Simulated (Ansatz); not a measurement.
# How fast states decay through Mg5SeS4

Aim: relax a made-up compound, Mg5SeS4, and see how good a tunnel barrier it would be. It is built by putting Mg for Zn in the Zn5SeS4 structure of space group I-4m2, with the volume rescaled by atomic radii. The parent structure comes from the Materials Project.

Main program and level: Ansatz 0.2.0; PBE DFT, plane waves, PAW files, in the first sound run; inputs show where later runs differ.

Report form: the programs' logs are mostly left out.

The structure was built from a prototype and need not be the compound's stable phase.

### 1. The structure

The structure is tetragonal, space group I-4m2 (No. 119). Conventional cell: a = 4.044 Å, b = 4.044 Å, c = 28.592 Å, α = 90.00°, β = 90.00°, γ = 90.00°. Mg has 2 S at 2.46 Å and 2 Se at 2.55 Å nearest. Nearest to Mg lie 4 S at 2.46 Å. Mg has 4 S at 2.46 Å nearest. Se has 4 Mg at 2.55 Å nearest. Nearest to S lie 4 Mg at 2.46 Å. Nearest to S lie 4 Mg at 2.46 Å. It derives from Zn5SeS4. Mg for Zn in the Zn5SeS4 structure of space group I-4m2. Farther neighbours and most contacts between anions are not listed.

### 2. Cell and atoms at rest

The substituted atoms don't fit the parent's cell, so cell and atoms relax together. A small smearing keeps the run stable in case the gap closes on the way.

input.yaml reads:

```yaml
crystal:
  lattice:
    - [-2.0220613597, 2.0220613597, 14.2958718579]
    - [2.0220613597, -2.0220613597, 14.2958718579]
    - [2.0220613597, 2.0220613597, -14.2958718579]
  atoms:
    - { symbol: Mg, position: [0.30440483, 0.30440483, 0.0] }
    - { symbol: Mg, position: [0.69559517, 0.69559517, 0.0] }
    - { symbol: Mg, position: [0.09769493, 0.09769493, 0.0] }
    - { symbol: Mg, position: [0.5, 0.5, 0.0] }
    - { symbol: Mg, position: [0.90230507, 0.90230507, 0.0] }
    - { symbol: Se, position: [0.25, 0.75, 0.5] }
    - { symbol: S, position: [0.64659232, 0.14659232, 0.5] }
    - { symbol: S, position: [0.04884743, 0.54884743, 0.5] }
    - { symbol: S, position: [0.45115257, 0.95115257, 0.5] }
    - { symbol: S, position: [0.85340768, 0.35340768, 0.5] }
kpoints:
  mp_grid: { grid: [8, 8, 8] }
scf:
  occupations: { method: gaussian, width: 0.03 }
hamiltonian:
  xc: pbe
output:
  forces: true
  stress: true
relax:
  f_tol: 0.02
  max_steps: 60
  cell: {}
```

Command:

```bash
$ ansatz run input.yaml --threads 2 --pin off --max-ram 4096MiB --backend cpu --events-out ev --progress --plain --runs-dir out
```

Run time: 61 s. Hardware: 2 threads of Intel Xeon 6975P-C (Granite Rapids), shared host; peak memory 0.86 GiB.

The steps of the relaxation:

| step | energy less that of the first step (eV) | largest force component (eV/Å) | pressure (GPa) | volume (Å³) |
| --- | --- | --- | --- | --- |
| 1 | 0.0000 | 0.0134 | 1.06 | 233.81 |
| 2 | -0.0141 | 0.0372 | 0.21 | 237.43 |
| 3 | -0.0149 | 0.0083 | 0.00 | 238.36 |
| 4* | -0.0150 | 0.0083 | 0.00 | 238.36 |

Relaxation steps marked * repeat the geometry before them on a plane-wave basis chosen anew for their cell, so energy and pressure can jump there.

Forces are held to the 8 operations that the run works with; a distortion that breaks them can't arise in this run.

| conventional cell, symmetrised | before | after | change |
| --- | --- | --- | --- |
| a (Å) | 4.044 | 4.072 | +0.7 % |
| b (Å) | 4.044 | 4.072 | +0.7 % |
| c (Å) | 28.592 | 28.744 | +0.5 % |
| volume (Å³/atom) | 23.38 | 23.84 | +1.9 % |

Numbers from this step:

```
free energy  : -18710.2330 eV
Fermi energy : 4.936 eV
pressure     : 0.001965 GPa
```

The largest force component on a free atom ends at 0.0083 eV/Å.

### 3. The bulk crystal and its band edges

The energy window and the wavevectors of the next steps follow from the band edges, so these are searched first, off the mesh as well.

input.yaml reads:

```yaml
crystal:
  lattice:
    - [-2.0362125079, 2.0362125079, 14.3721938063]
    - [2.0362125079, -2.0362125079, 14.3721938063]
    - [2.0362125079, 2.0362125079, -14.3721938063]
  atoms:
    - { symbol: Mg, position: [0.3044091745, 0.3044091745, 0.0] }
    - { symbol: Mg, position: [0.6955908255, 0.6955908255, 0.0] }
    - { symbol: Mg, position: [0.0975899127, 0.0975899127, 0.0] }
    - { symbol: Mg, position: [0.5, 0.5, 0.0] }
    - { symbol: Mg, position: [0.9024100873, 0.9024100873, 0.0] }
    - { symbol: Se, position: [0.25, 0.75, 0.5] }
    - { symbol: S, position: [0.6464802704, 0.1464802704, 0.5] }
    - { symbol: S, position: [0.0488003819, 0.5488003819, 0.5] }
    - { symbol: S, position: [0.4511996181, 0.9511996181, 0.5] }
    - { symbol: S, position: [0.8535197296, 0.3535197296, 0.5] }
kpoints:
  mp_grid: { grid: [8, 8, 8] }
  band_path: { path: [VBM, CBM], npoints: 30 }
scf:
  occupations: { method: fixed }
hamiltonian:
  xc: pbe
output:
  eigenvalues: true
  write_potential: true
  write_density: true
  volumetric_format: npy
  elf: true
```

It took 59 s on 2 threads; peak memory 0.84 GiB.

Numbers from this step:

```yaml
free_energy: -18710.2332 eV
fermi_energy: 3.492 eV
gap_on_the_k_mesh: 2.887 eV
gap_on_path: 2.887 eV, by band count; negative where bands overlap
direct_gap_on_path: 2.967 eV
edge_places_on_path: 0, 0.7763 1/A along the path
```

Electronic bands along the path, in eV, zero at the Fermi level (highest filled level under fixed occupations); v1 is the highest filled band, c1 the lowest empty one:

| point | v4 | v3 | v2 | v1 | c1 | c2 | c3 | c4 |
| --- | --- | --- | --- | --- | --- | --- | --- | --- |
| VBM | -0.78 | -0.77 | -0.61 | 0.00 | 4.56 | 4.87 | 5.04 | 5.63 |
| halfway | -0.61 | -0.59 | -0.50 | -0.04 | 4.27 | 4.56 | 4.64 | 4.77 |
| CBM | -0.61 | -0.29 | -0.08 | -0.08 | 2.89 | 3.76 | 3.87 | 4.54 |

ELF in the ac plane of the conventional cell at fractional y = 0.000, with atoms of Mg and Se and S within 0.2 Å of it. It is the smooth field of the valence electrons, not physical close to the nuclei.

Values, 24 rows by 14 columns, each cell a mean:
```
0.03 0.03 0.03 0.04 0.07 0.11 0.16 0.17 0.14 0.09 0.05 0.03 0.03 0.04
0.16 0.13 0.08 0.04 0.05 0.07 0.08 0.08 0.07 0.06 0.04 0.05 0.10 0.15
0.28 0.30 0.22 0.28 0.57 0.71 0.72 0.71 0.72 0.68 0.45 0.21 0.26 0.31
0.07 0.22 0.54 0.78 0.84 0.74 0.46 0.34 0.58 0.81 0.84 0.70 0.41 0.13
0.02 0.05 0.13 0.28 0.44 0.56 0.63 0.65 0.61 0.52 0.38 0.22 0.09 0.03
0.06 0.06 0.05 0.04 0.03 0.03 0.04 0.04 0.04 0.03 0.03 0.04 0.05 0.06
0.18 0.16 0.09 0.05 0.06 0.07 0.08 0.08 0.08 0.07 0.05 0.06 0.12 0.17
0.28 0.29 0.22 0.30 0.59 0.72 0.72 0.71 0.73 0.70 0.48 0.23 0.26 0.30
0.07 0.22 0.54 0.78 0.84 0.74 0.46 0.34 0.58 0.81 0.83 0.70 0.41 0.13
0.02 0.04 0.12 0.26 0.43 0.55 0.63 0.65 0.60 0.51 0.36 0.20 0.08 0.03
0.05 0.05 0.05 0.04 0.03 0.03 0.04 0.04 0.04 0.03 0.03 0.04 0.05 0.05
0.23 0.24 0.14 0.04 0.13 0.22 0.26 0.26 0.25 0.20 0.08 0.07 0.19 0.24
0.21 0.23 0.31 0.54 0.79 0.82 0.70 0.65 0.76 0.83 0.71 0.43 0.27 0.22
0.06 0.19 0.46 0.68 0.78 0.74 0.57 0.51 0.65 0.78 0.75 0.60 0.34 0.11
0.02 0.02 0.05 0.11 0.21 0.32 0.39 0.41 0.37 0.28 0.16 0.08 0.03 0.02
0.07 0.07 0.06 0.05 0.03 0.03 0.02 0.02 0.02 0.03 0.04 0.05 0.06 0.07
0.31 0.33 0.19 0.08 0.28 0.41 0.43 0.43 0.43 0.37 0.18 0.09 0.27 0.33
0.15 0.25 0.46 0.72 0.81 0.74 0.58 0.52 0.65 0.79 0.80 0.61 0.37 0.19
0.05 0.17 0.41 0.61 0.71 0.71 0.63 0.60 0.67 0.72 0.68 0.54 0.31 0.10
0.02 0.02 0.04 0.09 0.17 0.25 0.32 0.33 0.29 0.22 0.13 0.06 0.03 0.02
0.08 0.07 0.06 0.05 0.04 0.03 0.02 0.02 0.03 0.03 0.04 0.05 0.06 0.07
0.32 0.34 0.19 0.10 0.33 0.48 0.52 0.52 0.51 0.44 0.22 0.10 0.27 0.34
0.12 0.21 0.45 0.75 0.86 0.78 0.52 0.42 0.63 0.84 0.84 0.63 0.34 0.15
0.03 0.10 0.27 0.49 0.65 0.73 0.73 0.72 0.73 0.71 0.59 0.40 0.19 0.06
```
Columns run along a (4.1 Å), rows up along c (28.7 Å), edges of the conventional cell, whose origin can differ from the input's. Atoms in or near the plane, at fractional coordinates: Mg at (0.00, 0.30), Mg at (0.00, 0.70), Mg at (0.00, 0.10), Mg at (0.00, 0.50), Mg at (0.00, 0.90), Se at (0.50, 0.25), S at (0.50, 0.65), S at (0.50, 0.05), S at (0.50, 0.45), S at (0.50, 0.85).

Electrostatic potential energy in the ac plane of the conventional cell at fractional y = 0.000, with atoms of Mg and Se and S within 0.2 Å of it. With pseudopotentials it is smooth inside the atoms' cores, unlike the true potential.

Ten even steps from '0' (-43 eV) to '9' (9 eV), each cell a mean:
```
99999999999999
66889999999876
12588877888731
99996323248999
99999988899999
99999999999999
56889999999876
12588877788741
99996323248999
99999988999999
99999999999999
23689999998753
45788655578864
99997444458999
99999999999999
89999999999998
01588999998730
77887677667887
99997777778999
99999999999999
88999999999998
01588999998730
78886433358887
99998766689999
```
Columns run along a (4.1 Å; values clipped at the 3rd and 97th percentile), rows up along c (28.7 Å), edges of the conventional cell, whose origin can differ from the input's. Atoms in or near the plane, at fractional coordinates: Mg at (0.00, 0.30), Mg at (0.00, 0.70), Mg at (0.00, 0.10), Mg at (0.00, 0.50), Mg at (0.00, 0.90), Se at (0.50, 0.25), S at (0.50, 0.65), S at (0.50, 0.05), S at (0.50, 0.45), S at (0.50, 0.85).

Valence density in the ac plane of the conventional cell at fractional y = 0.000, with atoms of Mg and Se and S within 0.2 Å of it. It is the smooth field of the valence electrons, not physical close to the nuclei.

Ten steps, logarithmic in the rise over the least value, from '_' (0 e/Å³) to '@' (15 e/Å³), each cell a mean:
```
____________________________
++--..__________________::==
@@%%==..::::::--::::..::++@@
____..::--====--====--::..__
________..::::::::....______
____________________________
++==..__________________::++
@@##==..::::------::::::++%%
____..::--====--====--::..__
________....::::::....______
____________________________
@@##--________________..++%%
##**--::------------::::==##
____..::--==--------::..____
____________....____________
____________________________
@@%%==..................**@@
--::..::--**%%@@##++--::..--
____....--++##%%**==::..____
____________________________
____________________________
@@%%==..................**@@
::::..::--==----====--::..::
______..::--------::....____
```
Columns run along a (4.1 Å), rows up along c (28.7 Å), edges of the conventional cell, whose origin can differ from the input's. Atoms in or near the plane, at fractional coordinates: Mg at (0.00, 0.30), Mg at (0.00, 0.70), Mg at (0.00, 0.10), Mg at (0.00, 0.50), Mg at (0.00, 0.90), Se at (0.50, 0.25), S at (0.50, 0.65), S at (0.50, 0.05), S at (0.50, 0.45), S at (0.50, 0.85).

The searched edges give 2.89 eV, as on the mesh.

### 4. Complex bands

This step: PBE DFT, plane waves, PAW files; complex bands by layer matching along the plane's normal (Ansatz 0.2.0).

The same crystal is laid in a cell whose first two vectors span the (001) plane (indices of the standard conventional cell, whose axes can be ordered otherwise than in the bulk input). At fixed energy and wavevector in the plane the solver finds all kz, real and complex. A few wavevectors are listed, (0, 0), (-0.5, 0) and (0.5, 0) (two of them one point) in units of the plane's reciprocal vectors; the slowest state needn't be among them.

input.yaml reads:

```yaml
crystal:
  lattice:
    - [4.072425016, 0.0, 0.0]
    - [0.0, 4.072425016, 0.0]
    - [2.036212508, 2.036212508, 14.372193806]
  atoms:
    - { symbol: Mg, position: [0.6955908255, 0.6955908255, 0.608818349] }
    - { symbol: Mg, position: [0.3044091745, 0.3044091745, 0.391181651] }
    - { symbol: Mg, position: [0.9024100873, 0.9024100873, 0.1951798254] }
    - { symbol: Mg, position: [0.5, 0.5, 0.0] }
    - { symbol: Mg, position: [0.0975899127, 0.0975899127, 0.8048201746] }
    - { symbol: Se, position: [0.25, 0.75, 0.5] }
    - { symbol: S, position: [0.8535197296, 0.3535197296, 0.2929605408] }
    - { symbol: S, position: [0.4511996181, 0.9511996181, 0.0976007638] }
    - { symbol: S, position: [0.0488003819, 0.5488003819, 0.9023992362] }
    - { symbol: S, position: [0.6464802704, 0.1464802704, 0.7070394592] }
kpoints:
  mp_grid: { grid: [6, 6, 6] }
scf:
  occupations: { method: fixed }
hamiltonian:
  xc: pbe
output:
  eigenvalues: true
  transmission:
    leads: [[0, 0]]
    kpoints: [[0.0, 0.0], [-0.5, 0.0], [0.5, 0.0]]
    e_range: [-1.0, 3.89]
    de: 0.12
```

Elapsed: 38 s, on 2 threads; peak memory 0.65 GiB; 59 s of CPU time.

Numbers from this step:

```
free energy                                               : -18710.2320 eV
Fermi energy                                              : 3.493 eV
gap on the k-mesh                                         : 2.886 eV
level to which the leads are filled                       : 1.443 eV from the Fermi level
decay constant at the filling level, zone centre          : 0.2318 Å⁻¹
decay constant at the filling level, slowest listed point : 0.2318 Å⁻¹
```

K parallel (0, 0); values up to 1.254 1/Å, a degenerate pair printed once or twice; energies at which all values exceed this have no row. Im kz of the slowest decaying states against energy, zero at the highest filled level on the SCF mesh:

| energy (eV) | decay 1 (Å⁻¹) | decay 2 (Å⁻¹) | decay 3 (Å⁻¹) | decay 4 (Å⁻¹) |
| --- | --- | --- | --- | --- |
| -1.00 | 0.0886 | 0.757 | - | - |
| -0.64 | 0.0684 | 0.731 | 1.25 | - |
| -0.28 | 0.0236 | 0.203 | 0.703 | 1.21 |
| -0.04 | 0.133 | 0.184 | 0.683 | 1.19 |
| 0.08 | 0.158 | 0.299 | 0.673 | 1.17 |
| 0.32 | 0.192 | 0.403 | 0.653 | 1.15 |
| 0.68 | 0.220 | 0.490 | 0.620 | 1.11 |
| 1.04 | 0.232 | 0.544 | 0.584 | 1.06 |
| 1.40 | 0.232 | 0.545 | 0.581 | 1.02 |
| 1.76 | 0.220 | 0.501 | 0.606 | 0.974 |
| 2.12 | 0.195 | 0.452 | 0.622 | 0.924 |
| 2.48 | 0.151 | 0.395 | 0.632 | 0.871 |
| 2.72 | 0.101 | 0.350 | 0.635 | 0.833 |
| 3.08 | 0.265 | 0.635 | 0.773 | - |
| 3.44 | 0.0219 | 0.119 | 0.630 | 0.707 |
| 3.80 | 0.0222 | 0.622 | 0.632 | - |

K parallel (-0.5, 0); values up to 1.254 1/Å, a degenerate pair printed once or twice; energies at which all values exceed this have no row. Im kz of the slowest decaying states against energy, zero at the highest filled level on the SCF mesh:

| energy (eV) | decay 1 (Å⁻¹) | decay 2 (Å⁻¹) | decay 3 (Å⁻¹) |
| --- | --- | --- | --- |
| -1.00 | 0.746 | 1.21 | - |
| -0.88 | 0.00764 | 0.621 | 1.20 |
| -0.76 | 0.371 | 1.19 | - |
| -0.64 | 0.637 | 1.17 | - |
| -0.52 | 0.110 | 0.706 | 1.16 |
| -0.40 | 0.166 | 0.739 | 1.15 |
| -0.28 | 0.204 | 0.755 | 1.14 |
| -0.04 | 0.258 | 0.720 | 1.11 |
| 0.08 | 0.279 | 0.755 | 1.10 |
| 0.20 | 0.297 | 0.794 | 1.09 |
| 0.32 | 0.312 | 0.816 | 1.07 |
| 0.44 | 0.326 | 0.830 | 1.06 |
| 0.56 | 0.337 | 0.841 | 1.05 |
| 0.68 | 0.348 | 0.848 | 1.03 |
| 0.80 | 0.357 | 0.854 | 1.02 |
| 0.92 | 0.364 | 0.858 | 1.01 |
| 1.04 | 0.371 | 0.860 | 0.994 |
| 1.16 | 0.376 | 0.861 | 0.981 |
| 1.28 | 0.381 | 0.861 | 0.968 |
| 1.52 | 0.388 | 0.859 | 0.941 |
| 1.64 | 0.390 | 0.857 | 0.927 |
| 1.76 | 0.391 | 0.854 | 0.913 |
| 1.88 | 0.391 | 0.851 | 0.899 |
| 2.00 | 0.391 | 0.847 | 0.885 |
| 2.12 | 0.389 | 0.842 | 0.871 |
| 2.24 | 0.387 | 0.837 | 0.857 |
| 2.36 | 0.384 | 0.832 | 0.842 |
| 2.48 | 0.381 | 0.826 | 0.828 |
| 2.60 | 0.376 | 0.813 | 0.819 |
| 2.72 | 0.371 | 0.799 | 0.813 |
| 2.84 | 0.364 | 0.784 | 0.805 |
| 3.08 | 0.349 | 0.753 | 0.790 |
| 3.20 | 0.340 | 0.738 | 0.782 |
| 3.32 | 0.329 | 0.722 | 0.773 |
| 3.44 | 0.317 | 0.706 | 0.764 |
| 3.56 | 0.304 | 0.690 | 0.754 |
| 3.68 | 0.289 | 0.674 | 0.744 |
| 3.80 | 0.273 | 0.657 | 0.734 |

K parallel (0.5, 0); values up to 1.254 1/Å, a degenerate pair printed once or twice; energies at which all values exceed this have no row. Table of Im kz of the slowest decaying states by energy, zero at the highest filled level on the SCF mesh:

| energy (eV) | decay 1 (Å⁻¹) | decay 2 (Å⁻¹) | decay 3 (Å⁻¹) |
| --- | --- | --- | --- |
| -1.00 | 0.746 | 1.21 | - |
| -0.88 | 0.00764 | 0.621 | 1.20 |
| -0.64 | 0.637 | 1.17 | - |
| -0.52 | 0.110 | 0.706 | 1.16 |
| -0.28 | 0.204 | 0.755 | 1.14 |
| -0.16 | 0.234 | 0.755 | 1.12 |
| -0.04 | 0.258 | 0.720 | 1.11 |
| 0.20 | 0.297 | 0.794 | 1.09 |
| 0.32 | 0.312 | 0.816 | 1.07 |
| 0.44 | 0.326 | 0.830 | 1.06 |
| 0.68 | 0.348 | 0.848 | 1.03 |
| 0.80 | 0.357 | 0.854 | 1.02 |
| 1.04 | 0.371 | 0.860 | 0.994 |
| 1.16 | 0.376 | 0.861 | 0.981 |
| 1.28 | 0.381 | 0.861 | 0.968 |
| 1.52 | 0.388 | 0.859 | 0.941 |
| 1.64 | 0.390 | 0.857 | 0.927 |
| 1.76 | 0.391 | 0.854 | 0.913 |
| 2.00 | 0.391 | 0.847 | 0.885 |
| 2.12 | 0.389 | 0.842 | 0.871 |
| 2.36 | 0.384 | 0.832 | 0.842 |
| 2.48 | 0.381 | 0.826 | 0.828 |
| 2.60 | 0.376 | 0.813 | 0.819 |
| 2.84 | 0.364 | 0.784 | 0.805 |
| 2.96 | 0.357 | 0.769 | 0.798 |
| 3.08 | 0.349 | 0.753 | 0.790 |
| 3.32 | 0.329 | 0.722 | 0.773 |
| 3.44 | 0.317 | 0.706 | 0.764 |
| 3.68 | 0.289 | 0.674 | 0.744 |
| 3.80 | 0.273 | 0.657 | 0.734 |

At the listed wavevectors the last open channel is at -0.40 eV and the next at +2.96 eV on the grid, wider than the gap, since narrow bands can fall between grid energies. At +1.40 eV, the grid energy nearest the filling level (the middle of the gap on the SCF mesh), the slowest state at the listed wavevectors decays with κ = 0.232 Å⁻¹, its amplitude falling by e over 4.3 Å. Through 1 nm of this crystal that state's transmission falls by exp(−2 × 0.232 Å⁻¹ × 10 Å) = 0.0097.

### 5. Decay over the two-dimensional zone

The listed points could miss the slowest state, so one energy near mid-gap is solved on a mesh of 8×8.

input.yaml, as its differences from that of step 4:

```diff
@@ -24,6 +24,2 @@
   eigenvalues: true
-  transmission:
-    leads: [[0, 0]]
-    kpoints: [[0.0, 0.0], [-0.5, 0.0], [0.5, 0.0]]
-    e_range: [-1.0, 3.89]
-    de: 0.12
+  transmission: { leads: [[0, 0]], kmesh: [8, 8], e_range: [1.44, 1.45], de: 0.05 }
```

Wall time 24 s (2 threads); peak memory 0.72 GiB; 47 s of CPU time.

This step gave:

```yaml
least_decay_constant_on_the_mesh: 0.231 Å⁻¹
```

Slowest decay constant (1/Å; 0 where a channel is open) over k1 and k2. At 1.4400 eV from the Fermi level.

Ten even steps from '_' (0.231) to '@' (0.569):
```
++++##%%==%%##++
####%%%%++%%%%##
@@%%%%##++##%%%%
====++++__++++==
@@%%%%##++##%%%%
####%%%%++%%%%##
++++##%%==%%##++
==++##@@==@@##++
```
Columns: k1 (b1) from -0.5 to 0.375; rows upwards: k2 (b2) from -0.5 to 0.375.

The least value on the mesh is 0.231 Å⁻¹ at +1.44 eV. At that energy the listed points give about 0.231 Å⁻¹ by interpolation, so the mesh holds no clearly slower state.

### 6. Band edges at another level, cutoff 1170.09 eV

This step: PBE DFT, plane waves, norm-conserving files (Ansatz 0.2.0).

The edges again with norm-conserving files, at the same atoms. Against that run the cutoff is 1170 eV against 420.

input.yaml reads:

```yaml
crystal:
  lattice:
    - [-2.0362125079, 2.0362125079, 14.3721938063]
    - [2.0362125079, -2.0362125079, 14.3721938063]
    - [2.0362125079, 2.0362125079, -14.3721938063]
  atoms:
    - { symbol: Mg, position: [0.3044091745, 0.3044091745, 0.0] }
    - { symbol: Mg, position: [0.6955908255, 0.6955908255, 0.0] }
    - { symbol: Mg, position: [0.0975899127, 0.0975899127, 0.0] }
    - { symbol: Mg, position: [0.5, 0.5, 0.0] }
    - { symbol: Mg, position: [0.9024100873, 0.9024100873, 0.0] }
    - { symbol: Se, position: [0.25, 0.75, 0.5] }
    - { symbol: S, position: [0.6464802704, 0.1464802704, 0.5] }
    - { symbol: S, position: [0.0488003819, 0.5488003819, 0.5] }
    - { symbol: S, position: [0.4511996181, 0.9511996181, 0.5] }
    - { symbol: S, position: [0.8535197296, 0.3535197296, 0.5] }
kpoints:
  mp_grid: { grid: [8, 8, 8] }
  band_path: { path: [VBM, CBM], npoints: 30 }
scf:
  occupations: { method: fixed }
hamiltonian:
  xc: pbe
  pseudopotentials: { kind: nc }
output:
  eigenvalues: true
```

Elapsed: 4.7 min, on 2 threads; peak memory 2.2 GiB.

This step gave:

- free energy: -12591.8435 eV
- Fermi energy: 3.529 eV
- gap on the k-mesh: 2.880 eV
- gap on path: 2.880 eV, by band count; negative where bands overlap
- direct gap on path: 2.960 eV
- edge places on path: 0, 0.7714 1/A along the path

(Continued in part 2 of 2.)

[Logs are printed without paths, hosts, clocks, repeated set-up lines and the standing remarks that a program may print on its own settings, such as how far it seeks lower states.]

[Hosts, paths, dates, database ids (printed as entryN), source tags and the programs' standing remarks are cut or masked in the printed files.]
